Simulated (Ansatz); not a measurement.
## LaMg (Pm-3m): phonons and vibrational spectra

Task: relax LaMg (Pm-3m), then find its harmonic phonons.

Calculated with Ansatz 0.2.0; DFT PBEsol, scalar-relativistic, plane waves, PAW; PAW set soft_1.

### Step 1. Starting point

The structure is cubic, space group Pm-3m (No. 221). Conventional cell: a = 3.965 Å, b = 3.965 Å, c = 3.965 Å, α = 90.00°, β = 90.00°, γ = 90.00°. La has 8 Mg at 3.43 Å nearest. Nearest to Mg lie 8 La at 3.43 Å. Farther neighbours are not listed.

### Step 2. Bringing the structure to rest

Harmonic phonons are second derivatives at a point where the forces vanish, and they are wanted at zero stress, so atoms and cell are relaxed first.

input.yaml reads:

```yaml
crystal:
  lattice:
    - [3.965, 0.0, 0.0]
    - [0.0, 3.965, 0.0]
    - [0.0, 0.0, 3.965]
  atoms:
    - { symbol: La, position: [0.5, 0.5, 0.5] }
    - { symbol: Mg, position: [0.0, 0.0, 0.0] }
kpoints:
  mp_grid: { grid: [10, 10, 10] }
hamiltonian:
  xc: pbesol
  pseudopotentials: { kind: paw, azcp: { folder: soft_1 }, xc_functional: pbe }
scf:
  occupations: { method: gaussian, width: 0.1 }
output:
  forces: true
  stress: true
  eigenvalues: true
  write_density: true
  write_potential: true
  elf: true
  volumetric_format: npy
relax:
  adjacent_minimum: "off"
  f_tol: 0.005
  max_steps: 80
  cell: { stress_tol: 0.05 }
```

The run is started by

```console
$ ansatz run input.yaml --threads 4 --pin off --max-ram 10240MiB --backend cpu --events-out ev --progress --plain --runs-dir out
```

Numbers of over 12 decimals in the logs are rounded to 6 here.

Log:

```text
Engine: ansatz 0.2.0, x86_64-unknown-linux-gnu
Pseudopotentials: kind: paw
Pseudopotential: La, paw, valence charge 11, recommended cutoff 420 eV (normal), soft_1/La.paw.azcp
Pseudopotential: Mg, paw, valence charge 10, recommended cutoff 420 eV (normal), soft_1/Mg.paw.azcp
Functional definition: PBEsol
  exchange = pbesol_x
  correlation = pbesol_c
Crystal: 2 atoms, lattice volume = 62.335 Å³
Basis set: ecut = 420 eV, 1213 PW (Γ), exchange–correlation on 54×54×54 points (8 copies of the dense FFT grid, shifted against one another)
Bands: 15, of which v1, the nominal top of the filled ones, is band 11 counted from 1 (10 counted from 0)
Symmetry: 48 space group operations
Space group: Pm-3m (ITA 221), of the structure as read, at distance tolerance 4.0e-5 Å
k-points: 56 of 1000
Non-local potential: La, projectors of the file, l = 0: 3, l = 1: 2, l = 2: 2, l = 3: 3
Non-local potential: Mg, projectors of the file, l = 0: 3, l = 1: 2, l = 2: 1
PAW form: soft (Blöchl's): semilocal exchange-correlation on the pseudo side does not see the compensation charge
PAW frozen core: La, regenerated for the run's functional, and the local potential with it (the file was generated under x = pbe(κ = 0.804, μ = 0.219515), c = pbe(β = 0.066725))
PAW frozen core: Mg, regenerated for the run's functional, and the local potential with it (the file was generated under x = pbe(κ = 0.804, μ = 0.219515), c = pbe(β = 0.066725))
PAW one-centre angular grid: La, 590 points (default); XC on 64 Gauss nodes
PAW one-centre angular grid: Mg, 110 points (default); XC on 64 Gauss nodes
Initial density: superposition of atomic densities (chi_scale 0.1, normalization cell, long waves kept (reshape's long-wave potential 0.00 eV rms))
Initial wavefunctions: pseudopotential atomic-orbital guess
Functional: x = pbesol(κ = 0.804, μ = 0.123457), c = pbesol(β = 0.046)
SCF iter   1: F=—  HF=-8073.878355 eV  |F-HF|=—  |Δ(HF+E_count)|=         —  Δρ=1.97e-2  dr2=3.60e-1  ethr=3.10e-3  ⟨swp⟩=3.7  Hψ=3590  notcnv=0
preconditioner: auto → Kerker (q_TF=auto, 2.276 Å⁻¹)  [metal: Δε(μ)=0.029 eV  Ē_g=2.840 eV  σ=0.100 eV  W_gap=0.16  n_scr=18 (ndim 8)  ℏωp=10.5 eV  f_vac=0.000  D(μ)=1.58/eV (n_scr^D=6)]
SCF iter   2: F=—  HF=-8073.785074 eV  |F-HF|=—  |Δ(HF+E_count)|=   9.33e-2  Δρ=1.22e-2  dr2=1.66e-1  ethr=1.71e-3  ⟨swp⟩=2.0  Hψ=1516  notcnv=0  defer=5
SCF iter   3: F=—  HF=-8073.706914 eV  |F-HF|=—  |Δ(HF+E_count)|=   7.82e-2  Δρ=2.54e-3  dr2=6.67e-3  ethr=7.88e-4  ⟨swp⟩=2.9  Hψ=1315  notcnv=0  defer=5
SCF iter   4: F=—  HF=-8073.705080 eV  |F-HF|=—  |Δ(HF+E_count)|=   1.83e-3  Δρ=6.62e-4  dr2=1.81e-4  ethr=3.17e-5  ⟨swp⟩=2.4  Hψ=1463  notcnv=0  defer=5
SCF iter   5: F=—  HF=-8073.705009 eV  |F-HF|=—  |Δ(HF+E_count)|=   7.18e-5  Δρ=9.97e-5  dr2=8.17e-6  ethr=8.62e-7  ⟨swp⟩=2.3  Hψ=1272  notcnv=0  defer=5
SCF iter   6: F=—  HF=-8073.705043 eV  |F-HF|=—  |Δ(HF+E_count)|=   3.44e-5  Δρ=2.29e-5  dr2=4.18e-7  ethr=3.89e-8  ⟨swp⟩=2.4  Hψ=1276  notcnv=0  defer=5
SCF iter   7: F=-8073.705043 eV  HF=-8073.705043 eV  |F-HF|=3.19e-9  |Δ(HF+E_count)|=   3.01e-8  Δρ=3.93e-6  dr2=1.18e-8  ethr=4.76e-10  ⟨swp⟩=11.2  Hψ=6554  notcnv=0
SCF 1 converged in 7 iterations: F = -8073.705043 eV  dr2 = 1.18e-8
  greatest PAW one-centre occupation: 1.000 electrons in one spin orbital (limit 2), on the Mg atom at site 1 (counted from 0), in its partial waves of l = 0
relax step   1: F+E_penalty+E_count = -8073.70504309 eV  Δ(F+E_penalty+E_count) = +0.000e0 eV  max|allowed force component| = 2.169e-30 eV/Å  Δτ_max = 0.0000 Å  P = -1.530 GPa  Ω = 62.335 Å³  (7 SCF iters, dr2 threshold 1.00e-7 eV, accepted)
Crystal: 2 atoms, lattice volume = 60.024 Å³
Basis set: ecut = 420 eV, 1189 PW (Γ), exchange–correlation on 54×54×54 points (8 copies of the dense FFT grid, shifted against one another)
Initial density: handed on by an earlier stage of this run
Initial wavefunctions: those handed on with the density
iter 1 solved again at ethr=3.97e-6 eV; its pass at ethr=3.10e-3 eV (dr2=8.35e-4 eV) is discarded
SCF iter   1: F=—  HF=-8073.718705 eV  |F-HF|=—  |Δ(HF+E_count)|=         —  Δρ=1.11e-3  dr2=8.38e-4  ethr=3.97e-6  ⟨swp⟩=2.1  Hψ=6974  notcnv=0
preconditioner: auto → Resta (q_TF=auto, 2.290 Å⁻¹)  ε∞=14.8  [insulator: Δε(μ)=0.109 eV  Ē_g=2.883 eV  σ=0.100 eV  W_gap=0.56  n_scr=18 (ndim 8)  ℏωp=10.7 eV  f_vac=0.000  D(μ)=1.38/eV (n_scr^D=6)  ε∞_Penn≈14.8]
SCF iter   2: F=—  HF=-8073.718440 eV  |F-HF|=—  |Δ(HF+E_count)|=   2.66e-4  Δρ=6.19e-4  dr2=3.03e-4  ethr=3.97e-6  ⟨swp⟩=1.1  Hψ=847  notcnv=0
SCF iter   3: F=—  HF=-8073.718290 eV  |F-HF|=—  |Δ(HF+E_count)|=   1.50e-4  Δρ=1.04e-4  dr2=1.26e-5  ethr=1.44e-6  ⟨swp⟩=2.5  Hψ=1234  notcnv=0
SCF iter   4: F=—  HF=-8073.718296 eV  |F-HF|=—  |Δ(HF+E_count)|=   6.48e-6  Δρ=2.44e-5  dr2=4.95e-7  ethr=5.99e-8  ⟨swp⟩=2.1  Hψ=1043  notcnv=0
SCF iter   5: F=-8073.718296 eV  HF=-8073.718296 eV  |F-HF|=1.97e-8  |Δ(HF+E_count)|=   1.35e-7  Δρ=7.55e-6  dr2=3.20e-8  ethr=9.52e-10  ⟨swp⟩=11.9  Hψ=6861  notcnv=0
SCF 2 converged in 5 iterations: F = -8073.718296 eV  dr2 = 3.20e-8
  Residual-converged pass: ⟨swp⟩=1.0  Hψ=1064  notcnv=0  max |occ|·‖R‖ = 7.0e-9 eV (tolerance 1.0e-8 eV)  dr2=3.20e-8  dr2_onsite=6.93e-9  max |Δocc| = 1.5e-10
relax step   2: F+E_penalty+E_count = -8073.71829590 eV  Δ(F+E_penalty+E_count) = -1.325e-2 eV  max|allowed force component| = 3.287e-31 eV/Å  Δτ_max = 0.0000 Å  P = -0.262 GPa  Ω = 60.024 Å³  energy of the carried Pulay correction = +6.516e-5 eV  (5 SCF iters, dr2 threshold 2.00e-7 eV, accepted)
Crystal: 2 atoms, lattice volume = 59.569 Å³
iter 1 solved again at ethr=1.62e-7 eV; its pass at ethr=3.10e-3 eV (dr2=3.41e-5 eV) is discarded
SCF iter   1: F=—  HF=-8073.718674 eV  |F-HF|=—  |Δ(HF+E_count)|=         —  Δρ=2.27e-4  dr2=3.56e-5  ethr=1.62e-7  ⟨swp⟩=3.0  Hψ=6694  notcnv=0
preconditioner: auto → Resta (q_TF=auto, 2.293 Å⁻¹)  ε∞=14.9  [insulator: Δε(μ)=0.106 eV  Ē_g=2.886 eV  σ=0.100 eV  W_gap=0.55  n_scr=18 (ndim 8)  ℏωp=10.8 eV  f_vac=0.000  D(μ)=1.35/eV (n_scr^D=6)  ε∞_Penn≈14.9]
SCF iter   2: F=—  HF=-8073.718668 eV  |F-HF|=—  |Δ(HF+E_count)|=   5.94e-6  Δρ=1.24e-4  dr2=1.25e-5  ethr=1.62e-7  ⟨swp⟩=1.1  Hψ=849  notcnv=0
SCF iter   3: F=—  HF=-8073.718662 eV  |F-HF|=—  |Δ(HF+E_count)|=   6.50e-6  Δρ=2.09e-5  dr2=5.52e-7  ethr=5.95e-8  ⟨swp⟩=2.7  Hψ=1192  notcnv=0
SCF iter   4: F=-8073.718661 eV  HF=-8073.718661 eV  |F-HF|=6.00e-9  |Δ(HF+E_count)|=   1.92e-7  Δρ=4.93e-6  dr2=1.02e-8  ethr=8.16e-10  ⟨swp⟩=11.1  Hψ=6737  notcnv=0
SCF 3 converged in 4 iterations: F = -8073.718661 eV  dr2 = 1.02e-8
relax step   3: F+E_penalty+E_count = -8073.71866145 eV  Δ(F+E_penalty+E_count) = -3.655e-4 eV  max|allowed force component| = 2.958e-31 eV/Å  Δτ_max = 0.0000 Å  P = +0.016 GPa  Ω = 59.569 Å³  energy of the carried Pulay correction = +7.831e-5 eV  (4 SCF iters, dr2 threshold 1.71e-7 eV, accepted)
Initial wavefunctions: pseudopotential atomic-orbital guess (no wavefunctions were taken with the density)
iter 1 solved again at ethr=4.03e-8 eV; its pass at ethr=3.10e-3 eV (dr2=8.47e-6 eV) is discarded
SCF iter   1: F=—  HF=-8073.718581 eV  |F-HF|=—  |Δ(HF+E_count)|=         —  Δρ=1.44e-5  dr2=2.76e-8  ethr=4.03e-8  ⟨swp⟩=4.1  Hψ=6827  notcnv=0
preconditioner: auto → Resta (q_TF=auto, 2.293 Å⁻¹)  ε∞=14.9  [insulator: Δε(μ)=0.107 eV  Ē_g=2.883 eV  σ=0.100 eV  W_gap=0.55  n_scr=18 (ndim 8)  ℏωp=10.8 eV  f_vac=0.000  D(μ)=1.36/eV (n_scr^D=6)  ε∞_Penn≈14.9]
SCF iter   2: F=—  HF=-8073.718586 eV  |F-HF|=—  |Δ(HF+E_count)|=   5.40e-6  Δρ=7.08e-6  dr2=9.02e-9  ethr=1.31e-10  ⟨swp⟩=2.0  Hψ=1434  notcnv=0
SCF iter   3: F=—  HF=-8073.718586 eV  |F-HF|=—  |Δ(HF+E_count)|=   2.36e-9  Δρ=1.17e-6  dr2=8.27e-10  ethr=4.30e-11  ⟨swp⟩=2.2  Hψ=1344  notcnv=0
SCF iter   4: F=—  HF=-8073.718586 eV  |F-HF|=—  |Δ(HF+E_count)|=  1.67e-10  Δρ=2.43e-7  dr2=2.82e-11  ethr=3.94e-12  ⟨swp⟩=2.2  Hψ=1341  notcnv=0
SCF iter   5: F=-8073.718586 eV  HF=-8073.718586 eV  |F-HF|=0.00e0  |Δ(HF+E_count)|=  7.28e-12  Δρ=6.50e-8  dr2=1.34e-12  ethr=1.00e-12  ⟨swp⟩=5.8  Hψ=3520  notcnv=0
SCF 4 converged in 5 iterations: F = -8073.718586 eV  dr2 = 1.34e-12
relax step   4: F+E_penalty+E_count = -8073.71858643 eV  Δ(F+E_penalty+E_count) = +7.502e-5 eV  max|allowed force component| = 3.451e-31 eV/Å  Δτ_max = 0.0000 Å  P = +0.016 GPa  Ω = 59.569 Å³  stress off target by 1.58e-2 GPa  SCF on the basis re-selected at this cell (its energy is not comparable with the rows above)  (5 SCF iters)
basis re-selected at this cell: Δ(F+E_penalty+E_count) = +7.502e-5 eV, ΔP = -0.000 GPa vs the last step (what re-selecting the basis moved, of the pressure what is left beyond the Pulay correction that the steps carried, after the strain that the cell walked since its last selection, with what the two solves' SCF thresholds leave and, on support functions, any second-order correction that the steps lacked; it is no m [...]
SCF converged after 5 iterations
Free energy (F): -8073.718586 eV
Harris-Foulkes:  -8073.718586 eV  (|F-HF|=0.00e0)
Internal energy: -8073.711788 eV  (E = F + TS)
E sigma→0 (E₀):  -8073.715187 eV
Entropy (-TS):   -0.006798 eV (-3.399 meV/atom)
Fermi energy:    8.792943 eV
--- Per-component energies (eV) ---
  E_band       = -390.147307
  E_kinetic    = 255.035399
  E_local      = -2057.895075  (includes V_loc(G=0)·N_el)
  E_nonlocal   = 284.639485
  E_hartree    = 711.086651
  E_xc         = -167.347354
  E_vxc        = -177.725695  (∫ρ·V_xc dr)
  E_paw        = -5618.242860  (= ΣΔE_a)
  E_vpaw       = -116.374638  (= ΣTr[D̂ρ^β])
  E_aug_tail   = -0.000137  (compensation charges beyond the density's cutoff)
  E_ewald      = -1481.215796
  E_core_change = 0.227898  (= ΣΔE_core)
  E_smearing   = -0.006798  (= −TS)
  E_closure    = -0.000000  (closes the sum)
  Σ components = -8073.718586   (vs F -8073.718586, Δ=0.00e0)
--- Forces (eV/Å), atoms counted from 1 ---
  atom   1  La     0.00000000    -0.00000000    -0.00000000
  atom   2  Mg     0.00000000     0.00000000    -0.00000000
  max |Σ_I F_I| component: 8.87e-31 eV/Å
--- Stress (GPa, compression-positive) ---
        0.015814      -0.000000       0.000000
       -0.000000       0.015814       0.000000
        0.000000       0.000000       0.015814
  P = ⅓ Tr σ = 0.0158 GPa (0.158 kbar)
--- Band table (eV; the first three rows and the last of 56) ---
  k-point 0: bands = [... 7 lower, -7.4454, 3.9155, 8.1510, 8.1510, 10.4536, 10.4536, 10.4536, 10.5252]
  k-point 1: bands = [... 7 lower, -7.4402, 4.0606, 8.2081, 8.2355, 10.3956, 10.4466, 10.4466, 10.5059]
  k-point 2: bands = [... 7 lower, -7.4265, 4.4666, 8.3536, 8.3705, 10.2671, 10.4140, 10.4140, 10.4457]
  k-point 55: bands = [... 7 lower, -7.8495, 7.1682, 7.1682, 7.1682, 9.0925, 10.5353, 10.5353, 10.5353]
--- Relaxed structure (3 steps of the walk, 3 accepted, 1 SCFs on fresh bases) ---
  F+E_penalty+E_count = -8073.71858643 eV   max|allowed force component| = 3.451e-31 eV/Å   (the final SCF, on the basis selected at the relaxed cell)
  cell:  # Å, volume = 59.5686 Å³
    - [3.905462, 0, 0]
    - [0, 3.905462, 0]
    - [0, 0, 3.905462]
  atoms:
    - { symbol: La, position: [0.5, 0.5, 0.5] }
    - { symbol: Mg, position: [0, 0, 0] }
```

Run time: 4.5 s. Hardware: 4 threads of Intel Xeon Platinum 8488C (Sapphire Rapids), shared host; peak memory 0.47 GiB; 15 s of CPU time.

The steps of the relaxation:

| step | energy less that of the first step (eV) | largest force component (eV/Å) | pressure (GPa) | volume (Å³) |
| --- | --- | --- | --- | --- |
| 1 | 0.0000 | 0.0000 | -1.53 | 62.33 |
| 2 | -0.0133 | 0.0000 | -0.26 | 60.02 |
| 3 | -0.0136 | 0.0000 | 0.02 | 59.57 |
| 4* | -0.0135 | 0.0000 | 0.02 | 59.57 |

Relaxation steps marked * repeat the geometry before them on a plane-wave basis chosen anew for their cell, so energy and pressure can jump there.

Forces are held to the 48 operations that the run works with; a distortion that breaks them can't arise in this run.

```
conventional cell, symmetrised  before  after  change
                         a (Å)   3.965  3.905  -1.5 %
                         b (Å)   3.965  3.905  -1.5 %
                         c (Å)   3.965  3.905  -1.5 %
              volume (Å³/atom)   31.17  29.78  -4.4 %
```

Final coordinates:

```xyz
2
Lattice="3.9055 0.0000 0.0000 0.0000 3.9055 0.0000 0.0000 0.0000 3.9055" Properties=species:S:1:pos:R:3 pbc="T T T"
La    1.9527    1.9527    1.9527
Mg    0.0000    0.0000    0.0000
```

Numbers from this step:

```yaml
pressure: 0.01581 GPa
volume_per_atom: 29.78 Å³
gap_on_the_k_mesh: 0 eV
```

Electrostatic potential energy in the ac plane at fractional y = 0.500, with atoms of La within 0.2 Å of it. With pseudopotentials it is smooth inside the atoms' cores, unlike the true potential.

Ten even steps from '_' (-32 eV) to '@' (12 eV), each cell a mean:
```
@@@@@@@@@@@@@@@@@@@@@@@@@@@@
@@@@@@@@@@%%%%%%%%%%@@@@@@@@
@@@@@@@@%%##******##%%@@@@@@
@@@@@@%%**==::::--++##%%@@@@
@@@@%%##==..______::++##%%@@
@@@@%%**::__..--..__--**%%@@
@@@@%%++..__==##--__::**%%@@
@@@@%%++..__::==..__::**%%@@
@@@@%%**--________..==##%%@@
@@@@%%%%**--....::==**%%@@@@
@@@@@@%%%%**++++**##%%@@@@@@
@@@@@@@@%%%%%%%%%%%%@@@@@@@@
@@@@@@@@@@@@@@@@@@@@@@@@@@@@
@@@@@@@@@@@@@@@@@@@@@@@@@@@@
```
Columns run along a (3.9 Å; values clipped at the 3rd and 97th percentile), rows up along c (3.9 Å). Atoms in or near the plane, at fractional coordinates: La at (0.50, 0.50).

ELF in the ac plane at fractional y = 0.500, with atoms of La within 0.2 Å of it. It is the smooth field of the valence electrons, not physical close to the nuclei.

Ten even steps from '0' (0.04) to '9' (0.81), each cell a mean:
```
88642111113578
77421112111357
54212466632135
32126899984213
21158998998311
11279842599611
11389710289621
11279831499611
11269987898411
32137999986212
54213678752124
76321223211246
88642111112478
98753111123578
```
Columns run along a (3.9 Å), rows up along c (3.9 Å). Atoms in or near the plane, at fractional coordinates: La at (0.50, 0.50).

Valence density in the ac plane at fractional y = 0.500, with atoms of La within 0.2 Å of it. It is the smooth field of the valence electrons, not physical close to the nuclei.

Ten even steps from '0' (0.1 e/Å³) to '9' (1.8 e/Å³), each cell a mean:
```
00000000000000
00000000000000
00000122110000
00001355531000
00014789863100
00026999985100
00037999995200
00026999985200
00014899973100
00002467641000
00000123210000
00000000000000
00000000000000
00000000000000
```
Columns run along a (3.9 Å), rows up along c (3.9 Å). Atoms in or near the plane, at fractional coordinates: La at (0.50, 0.50).

In this step the volume went from 31.17 to 29.78 Å³/atom.

### Step 3. Tight relaxation

Phonons need a cell at rest on their own settings, so the relaxation is repeated with tight tolerances on forces and stress on the k mesh and occupations of the first response run.

input.yaml reads:

```yaml
crystal:
  lattice:
    - [3.905461931, 0.0, 0.0]
    - [0.0, 3.905461931, 0.0]
    - [0.0, 0.0, 3.905461931]
  atoms:
    - { symbol: La, position: [0.5, 0.5, 0.5] }
    - { symbol: Mg, position: [0.0, 0.0, 0.0] }
kpoints:
  mp_grid: { grid: [12, 12, 12] }
hamiltonian:
  xc: pbesol
  pseudopotentials: { kind: paw, azcp: { folder: soft_1 }, xc_functional: pbe }
scf:
  occupations: { method: methfessel_paxton, width: 0.2 }
output:
  forces: true
  stress: true
  eigenvalues: true
relax:
  adjacent_minimum: "off"
  f_tol: 0.001
  max_steps: 60
  cell: { stress_tol: 0.01 }
```

Log:

```text
[...]
Crystal: 2 atoms, lattice volume = 59.569 Å³
Basis set: ecut = 420 eV, 1189 PW (Γ), exchange–correlation on 54×54×54 points (8 copies of the dense FFT grid, shifted against one another)
Bands: 15, of which v1, the nominal top of the filled ones, is band 11 counted from 1 (10 counted from 0)
Symmetry: 48 space group operations
[...]
k-points: 84 of 1728
[...]
k-point 83: bands = [... 7 lower, -7.8864, 7.1484, 7.1484, 7.1484, 9.0701, 10.5004, 10.5004, 10.5004]
--- Relaxed structure (2 steps of the walk, 2 accepted, 1 SCFs on fresh bases) ---
[...]
cell:  # Å, volume = 59.7002 Å³
    - [3.908335, 0.0, 0]
    - [0, 3.908335, 0]
    - [0, 0, 3.908335]
  atoms:
    - { symbol: La, position: [0.5, 0.5, 0.5] }
    - { symbol: Mg, position: [0, 0, 0.0] }
[key lines of the parts left out:]
SCF converged after 5 iterations
Free energy (F): -8073.711491 eV
Fermi energy:    8.720024 eV
P = ⅓ Tr σ = 0.0094 GPa (0.094 kbar)
```

Elapsed: 4 s, on 4 threads; peak memory 0.48 GiB; 14 s of CPU time.

Little changed from the start: no atom moved by 0.005 Å and no cell edge by 0.1 %.

Numbers from this step:

```yaml
pressure: 0.009369 GPa
volume_per_atom: 29.85 Å³
```

The forces vanish by symmetry and the pressure is 0.009 GPa, within the tolerances set. The cell now holds 29.85 Å³/atom.

(Part 1 of 2 ends here.)

[Logs are printed without paths, hosts, clocks, repeated set-up lines and the standing remarks that a program may print on its own settings, such as how far it seeks lower states.]

[Hosts, paths, dates, database ids (printed as entryN), source tags and the programs' standing remarks are cut or masked in the printed files.]
